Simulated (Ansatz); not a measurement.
# SiC (Moissanite 3C, F-43m): phonons against volume

Which modes of SiC (Moissanite 3C) drive its thermal expansion?

Main program and level: Ansatz 0.2.0; DFT PBE, scalar-relativistic, plane waves, PAW.

Report form: the programs' logs are mostly left out.

## 1. The starting structure

The structure is cubic, space group F-43m (No. 216). The conventional cell has a = 4.358 Å, b = 4.358 Å, c = 4.358 Å, α = 90.00°, β = 90.00°, γ = 90.00°. Nearest to Si lie 4 C at 1.89 Å. Nearest to C lie 4 Si at 1.89 Å. Farther neighbours are not listed.

Coordinates:

```cif
data_structure
_symmetry_space_group_name_H-M 'P 1'
_symmetry_Int_Tables_number 1
_cell_length_a 3.0816
_cell_length_b 3.0816
_cell_length_c 3.0816
_cell_angle_alpha 60.000
_cell_angle_beta 60.000
_cell_angle_gamma 60.000
_cell_volume 20.69
loop_
_atom_site_label
_atom_site_type_symbol
_atom_site_fract_x
_atom_site_fract_y
_atom_site_fract_z
_atom_site_occupancy
Si1 Si 0.00000 0.00000 0.00000 1
C2 C 0.25000 0.25000 0.25000 1
```

## 2. A first coarse run

A cheap single point shows whether the cell is a metal or an insulator and how far it is from rest; that sets the k-mesh and the occupations of what follows.

The input, input.yaml:

```yaml
crystal:
  lattice:
    - [0.0, 2.179, 2.179]
    - [2.179, 0.0, 2.179]
    - [2.179, 2.179, 0.0]
  atoms:
    - { symbol: Si, position: [0.0, 0.0, 0.0] }
    - { symbol: C, position: [0.25, 0.25, 0.25] }
kpoints:
  mp_grid: { grid: [8, 8, 8] }
hamiltonian:
  xc: pbe
scf:
  occupations: { method: gaussian, width: 0.1 }
output:
  forces: true
  stress: true
  eigenvalues: true
```

Launch:

```bash
> ansatz run input.yaml --threads 2 --pin off --max-ram 5120MiB --backend cpu --events-out ev --progress --plain --runs-dir out
```

Wall time 0.4 s (2 threads of Arm Neoverse V2, shared host); peak memory 0.25 GiB; 0.68 s of CPU time.

This step gave:

* pressure: 3.270 GPa
* gap on the k-mesh: 1.359 eV
* volume per atom: 10.35 Å³

The start is under 3.3 GPa at this level and looks like an insulator or semiconductor on this mesh.

## 3. Finding the static equilibrium

Phonons are second derivatives about a minimum, so cell and atoms are relaxed first, inside the symmetry of the start.

input.yaml, the sections that differ from step 2:

```yaml
kpoints:
  mp_grid: { grid: [10, 10, 10] }
scf:
  occupations: { method: gaussian, width: 0.02 }
output:
  forces: true
  stress: true
  eigenvalues: true
  write_density: true
  write_potential: true
  elf: true
  volumetric_format: npy
relax:
  adjacent_minimum: "off"
  f_tol: 0.005
  max_steps: 80
  cell: { stress_tol: 0.05 }
# crystal, hamiltonian: as in step 2
```

Wall time 3.4 s (2 threads); peak memory 0.28 GiB; 6.3 s of CPU time.

The steps of the relaxation:

| step | energy less that of the first step (eV) | largest force component (eV/Å) | pressure (GPa) | volume (Å³) |
| --- | --- | --- | --- | --- |
| 1 | 0.0000 | 0.0000 | 3.27 | 20.69 |
| 2 | -0.0021 | 0.0000 | 1.52 | 20.85 |
| 3 | -0.0026 | 0.0000 | 0.03 | 21.00 |
| 4* | -0.0032 | 0.0000 | 0.08 | 21.00 |
| 5 | -0.0031 | 0.0000 | 0.00 | 21.00 |
| 6* | -0.0032 | 0.0000 | 0.00 | 21.00 |

Relaxation steps marked * repeat the geometry before them on a plane-wave basis chosen anew for their cell, so energy and pressure can jump there.

Forces are held to the 24 operations that the run works with; a distortion that breaks them can't arise in this run.

| conventional cell, symmetrised | before | after | change |
| --- | --- | --- | --- |
| a (Å) | 4.358 | 4.380 | +0.5 % |
| b (Å) | 4.358 | 4.380 | +0.5 % |
| c (Å) | 4.358 | 4.380 | +0.5 % |
| volume (Å³/atom) | 10.35 | 10.50 | +1.5 % |

The relaxed structure:

```xyz
2
Lattice="0.0000 2.1899 2.1899 2.1899 0.0000 2.1899 2.1899 2.1899 0.0000" Properties=species:S:1:pos:R:3 pbc="T T T"
Si    0.0000    0.0000    0.0000
C     1.0949    1.0949    1.0949
```

This step gave:

```
pressure          : 0.002223 GPa
gap on the k-mesh : 1.373 eV
volume per atom   : 10.50 Å³
```

Electrostatic potential energy in the ac plane of a cell with a along [110], b along [-110] and c along [001] of the cube at fractional y = 0.500, with atoms of Si and C within 0.2 Å of it. With pseudopotentials it is smooth inside the atoms' cores, unlike the true potential.

Values in eV, 7 rows by 16 columns, each cell a mean:
```
 11  11  12  13  13  12  12  11  11  11  12  13  13  12  12  11
 11  11   9   7   7   8  10  11  11  11   9   7   7   8  10  11
 11   7  -7 -27 -32 -16   3  10  11   7  -7 -27 -32 -16   3  10
  8   4 -21 -49 -54 -35  -3   7   8   4 -21 -49 -54 -35  -3   7
-35 -12  -1 -14 -18  -6  -3 -28 -35 -12  -1 -14 -18  -6  -3 -28
-46 -17   7  10  10   9  -2 -38 -46 -17   7  10  10   9  -2 -38
  4   9  12  13  13  13  10   6   4   9  12  13  13  13  10   6
```
Columns run along a (6.2 Å; values clipped at the 3rd and 97th percentile), rows up along c (4.4 Å), edges of the conventional cell, whose origin can differ from the input's. Atoms in or near the plane, at fractional coordinates: Si at (0.75, 0.50), Si at (0.25, 0.50), C at (0.50, 0.25), C at (0.00, 0.25).

Valence density in the ac plane of a cell with a along [110], b along [-110] and c along [001] of the cube at fractional y = 0.500, with atoms of Si and C within 0.2 Å of it. It is the smooth field of the valence electrons, not physical close to the nuclei.

Ten even steps from '0' (0.1 e/Å³) to '9' (1.8 e/Å³), each cell a mean:
```
00000000000000000
00000000000000000
00000000000000000
00011100000111100
00111110000111100
11100011111100111
33310133333200233
86421246875311357
98421248996211369
96210136984100148
53100013542000025
21000001210000011
```
Columns run along a (6.2 Å), rows up along c (4.4 Å), edges of the conventional cell, whose origin can differ from the input's. Atoms in or near the plane, at fractional coordinates: Si at (0.75, 0.50), Si at (0.25, 0.50), C at (0.50, 0.25), C at (0.00, 0.25).

ELF in the ac plane of a cell with a along [110], b along [-110] and c along [001] of the cube at fractional y = 0.500, with atoms of Si and C within 0.2 Å of it. It is the smooth field of the valence electrons, not physical close to the nuclei.

Values, 7 rows by 16 columns, each cell a mean:
```
0.24 0.15 0.07 0.05 0.05 0.06 0.10 0.21 0.24 0.15 0.07 0.05 0.05 0.06 0.10 0.21
0.05 0.09 0.18 0.27 0.29 0.23 0.12 0.06 0.05 0.09 0.18 0.27 0.29 0.23 0.12 0.06
0.17 0.24 0.27 0.27 0.28 0.26 0.27 0.20 0.17 0.24 0.27 0.27 0.28 0.26 0.27 0.20
0.66 0.74 0.59 0.28 0.26 0.44 0.72 0.69 0.66 0.74 0.59 0.28 0.26 0.44 0.72 0.69
0.51 0.81 0.88 0.57 0.41 0.81 0.88 0.64 0.51 0.81 0.88 0.57 0.41 0.81 0.88 0.64
0.35 0.64 0.64 0.35 0.25 0.54 0.69 0.46 0.35 0.64 0.64 0.35 0.25 0.54 0.69 0.46
0.70 0.56 0.28 0.07 0.04 0.17 0.45 0.66 0.70 0.56 0.28 0.07 0.04 0.17 0.45 0.66
```
Columns run along a (6.2 Å), rows up along c (4.4 Å), edges of the conventional cell, whose origin can differ from the input's. Atoms in or near the plane, at fractional coordinates: Si at (0.75, 0.50), Si at (0.25, 0.50), C at (0.50, 0.25), C at (0.00, 0.25).

The relaxation ends with a pressure of 0.00 GPa.

## 4. Tight relaxation

The relaxation is repeated with tighter thresholds on force and stress, since phonons are sensitive to what is left; a change of mesh or smearing in the input moves the cell too.

The input, input.yaml:

```yaml
crystal:
  lattice:
    - [0.0, 2.1898675902, 2.1898675902]
    - [2.1898675902, 0.0, 2.1898675902]
    - [2.1898675902, 2.1898675902, 0.0]
  atoms:
    - { symbol: Si, position: [0.0, 0.0, 0.0] }
    - { symbol: C, position: [0.25, 0.25, 0.25] }
kpoints:
  mp_grid: { grid: [12, 12, 12] }
hamiltonian:
  xc: pbe
scf:
  occupations: { method: fixed }
output:
  forces: true
  stress: true
  eigenvalues: true
relax:
  adjacent_minimum: "off"
  f_tol: 0.001
  max_steps: 60
  cell: { stress_tol: 0.01 }
```

Run time: 2.2 s. Hardware: 2 threads; peak memory 0.28 GiB.

Little changed from the start: no atom moved by 0.005 Å and no cell edge by 0.1 %.

This step gave:

| Item | Value |
| --- | --- |
| pressure | -3.72e-4 GPa |

The residual pressure is -3.7e-4 GPa, small enough for phonons.

## 5. Phonons, V/V0 1

Phonons at this volume give one point of F(V, T); meshes stay fixed along the series.

input.yaml, the sections that differ from step 4:

```yaml
output:
  eigenvalues: true
phonons:
  method: dfpt
  dielectric: true
  rigid_motions: translations
  qmesh: [4, 4, 4]
  temperatures: { t_max: 1000, t_step: 50 }
  qpath:
    path:
      - [[0.0, 0.0, 0.0], [-0.5, -0.5, 0.0], [-0.375, -0.375, 0.25]]
      - [[-0.375, 0.0, 0.375], [0.0, 0.0, 0.0], [0.0, 0.0, 0.5], [-0.5, -0.25, 0.25], [-0.5, -0.5, 0.0]]
    npoints: 10
# crystal, kpoints, hamiltonian, scf: as in step 4
# relax: removed
```

It took 92 s on 2 threads; peak memory 0.99 GiB.

This step gave:

- Γ frequencies: 0, 0, 0, 774.8, 774.8, 774.8 cm⁻¹ (negative: imaginary)
- lowest frequency on the path: 0 cm⁻¹
- zero-point energy: 0.2162 eV/cell
- point group: -43m
- highest frequency: 943.8 cm⁻¹
- Debye temperature from the second moment: 1154 K

LO-TO term included. Phonon branches along the path, in cm⁻¹:

| point | branch 1 | branch 2 | branch 3 | branch 4 | branch 5 | branch 6 |
| --- | --- | --- | --- | --- | --- | --- |
| Γ | 0 | 0 | 0 | 775 | 775 | 944 |
| halfway | 271 | 271 | 394 | 757 | 757 | 900 |
| X | 360 | 360 | 622 | 741 | 741 | 804 |
| halfway | 358 | 388 | 603 | 737 | 740 | 814 |
| U | 348 | 435 | 556 | 733 | 736 | 834 |
| jump to K | 348 | 435 | 556 | 733 | 736 | 834 |
| halfway | 228 | 315 | 410 | 751 | 770 | 877 |
| Γ | 0 | 0 | 0 | 775 | 775 | 944 |
| halfway | 195 | 195 | 396 | 760 | 760 | 897 |
| L | 259 | 259 | 601 | 748 | 748 | 813 |
| halfway | 323 | 383 | 548 | 741 | 745 | 834 |
| W | 393 | 454 | 526 | 719 | 752 | 832 |
| halfway | 376 | 397 | 585 | 728 | 746 | 820 |
| X | 360 | 360 | 622 | 741 | 741 | 804 |

The phonon density of states has structure finer than the step of the table below, so its rows give means over 50 cm⁻¹, whole bins alone (the curve runs from 5 to 945 cm⁻¹). Peaks (cm⁻¹: height): 355.0: 0.0147, 745.0: 0.0877, 835.0: 0.0324.

Tetrahedra on 24 24 24, mean over bins of 10 cm⁻¹. Phonon density of states against wavenumber; means over each step:

| wavenumber (cm⁻¹) | phonon density of states (1/cm⁻¹/cell) |
| --- | --- |
| 50 | 1.1e-4 |
| 100 | 4.6e-4 |
| 150 | 0.00113 |
| 200 | 0.00242 |
| 250 | 0.00604 |
| 300 | 0.00985 |
| 350 | 0.0127 |
| 400 | 0.00796 |
| 450 | 0.00470 |
| 500 | 0.00534 |
| 550 | 0.00788 |
| 600 | 0.00145 |
| 650 | 1.0e-6 |
| 700 | 7.1e-4 |
| 750 | 0.0390 |
| 800 | 0.00204 |
| 850 | 0.0145 |
| 900 | 0.00330 |

Harmonic. Thermo, by row:

| T (K) | F_vib (meV/atom) | S (J/mol-atom/K) | C_V (J/mol-atom/K) |
| --- | --- | --- | --- |
| 0 | 108.1 | 0 | 0 |
| 50 | 108.1 | 0.077 | 0.268 |
| 100 | 107.9 | 0.777 | 2.297 |
| 150 | 107.2 | 2.272 | 5.341 |
| 200 | 105.5 | 4.241 | 8.483 |
| 250 | 102.7 | 6.45 | 11.36 |
| 300 | 98.77 | 8.743 | 13.79 |
| 350 | 93.65 | 11.02 | 15.75 |
| 400 | 87.36 | 13.23 | 17.32 |
| 450 | 79.95 | 15.35 | 18.55 |
| 500 | 71.48 | 17.35 | 19.54 |
| 550 | 61.99 | 19.25 | 20.32 |
| 600 | 51.54 | 21.05 | 20.96 |
| 650 | 40.19 | 22.75 | 21.48 |
| 700 | 27.98 | 24.36 | 21.9 |
| 750 | 14.96 | 25.88 | 22.26 |
| 800 | 1.17 | 27.32 | 22.56 |
| 850 | -13.35 | 28.7 | 22.81 |
| 900 | -28.56 | 30.01 | 23.02 |
| 950 | -44.44 | 31.26 | 23.21 |
| 1000 | -60.95 | 32.45 | 23.37 |

The modes has structure finer than the step of the table below, so its rows give means over 50 cm⁻¹, whole bins alone (the curve runs from -10 to 980 cm⁻¹). Peaks (cm⁻¹: height): C 749.8: 0.0528, 837.0: 0.0223; Si 351.2: 0.0116, 531.8: 0.0107, 749.8: 0.0120, 837.0: 0.00228.

Phonopy on the run's constants, 21x21x21 mesh, Gaussian sigma 7.1 cm⁻¹. The modes by wavenumber; means over each step; values in 1/cm⁻¹/cell:

| wavenumber (cm⁻¹) | C | Si |
| --- | --- | --- |
| 50 | 3.1e-5 | 7.5e-5 |
| 100 | 1.4e-4 | 3.4e-4 |
| 150 | 3.3e-4 | 8.4e-4 |
| 200 | 6.5e-4 | 0.00179 |
| 250 | 0.00149 | 0.00453 |
| 300 | 0.00214 | 0.00771 |
| 350 | 0.00217 | 0.0103 |
| 400 | 0.00118 | 0.00685 |
| 450 | 7.3e-4 | 0.00407 |
| 500 | 6.7e-4 | 0.00473 |
| 550 | 4.5e-4 | 0.00723 |
| 600 | 5.0e-5 | 0.00149 |
| 650 | 0 | 1.2e-5 |
| 700 | 0.00109 | 8.3e-5 |
| 750 | 0.0309 | 0.00703 |
| 800 | 0.00280 | 3.6e-4 |
| 850 | 0.0123 | 0.00160 |
| 900 | 0.00250 | 8.2e-4 |
| 950 | 3.4e-4 | 1.4e-4 |

Born charge (rows field, columns displacement) (e), principal values of the symmetric part by kind of site:

| atom | atoms with these values | low | middle | high | mean |
| --- | --- | --- | --- | --- | --- |
| Si1 | 1 | 2.70 | 2.70 | 2.70 | 2.70 |
| C2 | 1 | -2.70 | -2.70 | -2.70 | -2.70 |

In full for Si1:

```
2.70 0.00 0.00
0.00 2.70 0.00
0.00 0.00 2.70
```

ε∞:

```
7.00 0.00 0.00
0.00 7.00 0.00
0.00 0.00 7.00
```

No LO-TO term. The modes at Γ (shares of kinetic energy by element, %):

| mode | frequency (cm⁻¹) | symmetry | Si % | C % |
| --- | --- | --- | --- | --- |
| 1 | 0.0 | T2 | 70 | 30 |
| 2 | 0.0 | T2 | 70 | 30 |
| 3 | 0.0 | T2 | 70 | 30 |
| 4 | 774.8 | T2 | 30 | 70 |
| 5 | 774.8 | T2 | 30 | 70 |
| 6 | 774.8 | T2 | 30 | 70 |

Displacements in mode 6 (774.8 cm⁻¹), the largest set to 1:
```
Si1 -0.37 -0.43 -0.27
C2   0.86  1.00  0.62
```

No mode is imaginary beyond numerical noise at the solved wavevectors.

## 6. A cell at another volume, V/V0 1.015

Symmetry fixes every atom, so a single point at the scaled cell gives the energy and pressure of this member.

The cell differs from the one that the last finished run ended in (a 3.097 → 3.112 Å, b 3.097 → 3.112 Å, c 3.097 → 3.112 Å).

input.yaml, the sections that differ from step 5:

```yaml
crystal:
  lattice:
    - [0.0, 2.2007626332, 2.2007626332]
    - [2.2007626332, 0.0, 2.2007626332]
    - [2.2007626332, 2.2007626332, 0.0]
  atoms:
    - { symbol: Si, position: [0.0, 0.0, 0.0] }
    - { symbol: C, position: [0.25, 0.25, 0.25] }
output:
  forces: true
  stress: true
  eigenvalues: true
  write_density: true
  write_potential: true
  elf: true
  volumetric_format: npy
# kpoints, hamiltonian, scf: as in step 5
# phonons: removed
```

Wall time 0.96 s (2 threads); peak memory 0.27 GiB; 1.8 s of CPU time.

Numbers from this step:

| Item | Value |
| --- | --- |
| pressure | -3.076 GPa |
| gap on the k-mesh | 1.386 eV |
| volume per atom | 10.66 Å³ |

ELF in the ac plane of a cell with a along [110], b along [-110] and c along [001] of the cube at fractional y = 0.000, with atoms of Si and C within 0.2 Å of it. It is the smooth field of the valence electrons, not physical close to the nuclei.

Values, 7 rows by 16 columns, each cell a mean:
```
0.31 0.70 0.88 0.78 0.73 0.86 0.83 0.45 0.31 0.70 0.88 0.78 0.73 0.86 0.83 0.45
0.41 0.72 0.79 0.42 0.25 0.70 0.80 0.54 0.41 0.72 0.79 0.42 0.25 0.70 0.80 0.54
0.11 0.33 0.60 0.65 0.63 0.65 0.46 0.17 0.11 0.33 0.60 0.65 0.63 0.65 0.46 0.17
0.03 0.07 0.24 0.46 0.50 0.34 0.12 0.04 0.03 0.07 0.24 0.46 0.50 0.34 0.12 0.04
0.14 0.11 0.08 0.08 0.09 0.07 0.09 0.13 0.14 0.11 0.08 0.08 0.09 0.07 0.09 0.13
0.37 0.31 0.19 0.08 0.07 0.14 0.26 0.35 0.37 0.31 0.19 0.08 0.07 0.14 0.26 0.35
0.26 0.25 0.46 0.43 0.40 0.47 0.34 0.21 0.26 0.25 0.46 0.43 0.40 0.47 0.34 0.21
```
Columns run along a (6.2 Å), rows up along c (4.4 Å), edges of the conventional cell, whose origin can differ from the input's. Atoms in or near the plane, at fractional coordinates: Si at (0.50, 0.00), Si at (0.00, 0.00), C at (0.75, 0.75), C at (0.25, 0.75).

Valence density in the ac plane of a cell with a along [110], b along [-110] and c along [001] of the cube at fractional y = 0.000, with atoms of Si and C within 0.2 Å of it. It is the smooth field of the valence electrons, not physical close to the nuclei.

Ten even steps from '0' (0.1 e/Å³) to '9' (1.8 e/Å³), each cell a mean:
```
02333332012333321
13578753124687642
12599952113799731
01379731002598520
00145410001355210
00012100000122100
00000000000000000
00000000000000000
00000000000000000
11000001110000001
11100011111000011
01111111001111110
```
Columns run along a (6.2 Å), rows up along c (4.4 Å), edges of the conventional cell, whose origin can differ from the input's. Atoms in or near the plane, at fractional coordinates: Si at (0.50, 0.00), Si at (0.00, 0.00), C at (0.75, 0.75), C at (0.25, 0.75).

Electrostatic potential energy in the ac plane of a cell with a along [110], b along [-110] and c along [001] of the cube at fractional y = 0.000, with atoms of Si and C within 0.2 Å of it. With pseudopotentials it is smooth inside the atoms' cores, unlike the true potential.

Ten even steps from '0' (-58 eV) to '9' (13 eV), each cell a mean:
```
03788873015888851
46863686457744775
88720278888500588
99830389999611699
99986899999877899
99999999999999999
99999999999999999
99999999999999999
99999999999999999
78999998778999987
24899974236899863
02799962014899840
```
Columns run along a (6.2 Å; values clipped at the 3rd and 97th percentile), rows up along c (4.4 Å), edges of the conventional cell, whose origin can differ from the input's. Atoms in or near the plane, at fractional coordinates: Si at (0.50, 0.00), Si at (0.00, 0.00), C at (0.75, 0.75), C at (0.25, 0.75).

At this level the gap is 1.39 eV on the k-mesh of the self-consistent run, which can miss the band edges.

## 7. Lattice dynamics at this volume, V/V0 1.015

input.yaml, the sections that differ from step 6:

```yaml
output:
  eigenvalues: true
phonons:
  method: dfpt
  dielectric: true
  rigid_motions: translations
  qmesh: [4, 4, 4]
  temperatures: { t_max: 1000, t_step: 50 }
  qpath:
    path:
      - [[0.0, 0.0, 0.0], [-0.5, -0.5, 0.0], [-0.375, -0.375, 0.25]]
      - [[-0.375, 0.0, 0.375], [0.0, 0.0, 0.0], [0.0, 0.0, 0.5], [-0.5, -0.25, 0.25], [-0.5, -0.5, 0.0]]
    npoints: 10
# crystal, kpoints, hamiltonian, scf: as in step 6
```

Elapsed: 93 s, on 2 threads; peak memory 1 GiB.

LO-TO term included. The phonon branches at the labelled points (cm⁻¹):

| point | branch 1 | branch 2 | branch 3 | branch 4 | branch 5 | branch 6 |
| --- | --- | --- | --- | --- | --- | --- |
| Γ | 0 | 0 | 0 | 762 | 762 | 929 |
| halfway | 269 | 269 | 388 | 743 | 743 | 886 |
| X | 359 | 359 | 614 | 725 | 725 | 790 |
| halfway | 357 | 386 | 595 | 722 | 724 | 800 |
| U | 348 | 431 | 549 | 719 | 720 | 819 |
| jump to K | 348 | 431 | 549 | 719 | 720 | 819 |
| halfway | 228 | 312 | 404 | 737 | 756 | 862 |
| Γ | 0 | 0 | 0 | 762 | 762 | 929 |
| halfway | 194 | 194 | 390 | 746 | 746 | 882 |
| L | 259 | 259 | 592 | 733 | 733 | 799 |
| halfway | 322 | 380 | 540 | 726 | 731 | 819 |
| W | 390 | 451 | 518 | 705 | 735 | 817 |
| halfway | 374 | 394 | 578 | 713 | 730 | 805 |
| X | 359 | 359 | 614 | 725 | 725 | 790 |

No mode is imaginary beyond numerical noise at the solved wavevectors. The highest zone-centre mode (no LO–TO term) moved by -1.7 % for a volume change of +1.5 %.

## 8. Single point at a scaled cell, V/V0 0.985

input.yaml, the sections that differ from step 7:

```yaml
crystal:
  lattice:
    - [0.0, 2.1788630447, 2.1788630447]
    - [2.1788630447, 0.0, 2.1788630447]
    - [2.1788630447, 2.1788630447, 0.0]
  atoms:
    - { symbol: Si, position: [0.0, 0.0, 0.0] }
    - { symbol: C, position: [0.25, 0.25, 0.25] }
output:
  forces: true
  stress: true
  eigenvalues: true
# kpoints, hamiltonian, scf: as in step 7
# phonons: removed
```

It took 0.71 s on 2 threads; peak memory 0.27 GiB.

The run ends at a pressure of 3.31 GPa.

## 9. Lattice dynamics at this volume, V/V0 0.985

The same q-mesh and k-mesh are kept at every volume, so that much of their error can cancel in the differences.

input.yaml, the sections that differ from step 8:

```yaml
output:
  eigenvalues: true
phonons:
  method: dfpt
  dielectric: true
  rigid_motions: translations
  qmesh: [4, 4, 4]
  temperatures: { t_max: 1000, t_step: 50 }
  qpath:
    path:
      - [[0.0, 0.0, 0.0], [-0.5, -0.5, 0.0], [-0.375, -0.375, 0.25]]
      - [[-0.375, 0.0, 0.375], [0.0, 0.0, 0.0], [0.0, 0.0, 0.5], [-0.5, -0.25, 0.25], [-0.5, -0.5, 0.0]]
    npoints: 10
# crystal, kpoints, hamiltonian, scf: as in step 8
```

Run time: 91 s. Hardware: 2 threads; peak memory 0.98 GiB.

No mode is imaginary beyond numerical noise at the solved wavevectors. The highest zone-centre mode (no LO–TO term) moved by +1.7 % for a volume change of -1.5 %.

## 10. A cell at another volume, V/V0 1.03

The cell differs from the one that the last finished run ended in (a 3.081 → 3.128 Å, b 3.081 → 3.128 Å, c 3.081 → 3.128 Å).

input.yaml, the sections that differ from step 9:

```yaml
crystal:
  lattice:
    - [0.0, 2.2115508577, 2.2115508577]
    - [2.2115508577, 0.0, 2.2115508577]
    - [2.2115508577, 2.2115508577, 0.0]
  atoms:
    - { symbol: Si, position: [0.0, 0.0, 0.0] }
    - { symbol: C, position: [0.25, 0.25, 0.25] }
output:
  forces: true
  stress: true
  eigenvalues: true
  write_density: true
  write_potential: true
  elf: true
  volumetric_format: npy
# kpoints, hamiltonian, scf: as in step 9
# phonons: removed
```

Elapsed: 0.98 s, on 2 threads; peak memory 0.27 GiB; 1.8 s of CPU time.

The run ends at a pressure of -5.93 GPa.

[end of part 1 of 2]

[Logs are printed without paths, hosts, clocks, repeated set-up lines and the standing remarks that a program may print on its own settings, such as how far it seeks lower states.]

[Hosts, paths, dates, database ids (printed as entryN), source tags and the programs' standing remarks are cut or masked in the printed files.]

[A step with changed settings may run another functional than the one named; its input shows which.]

[Of the runs on displaced cells, only some may be shown.]
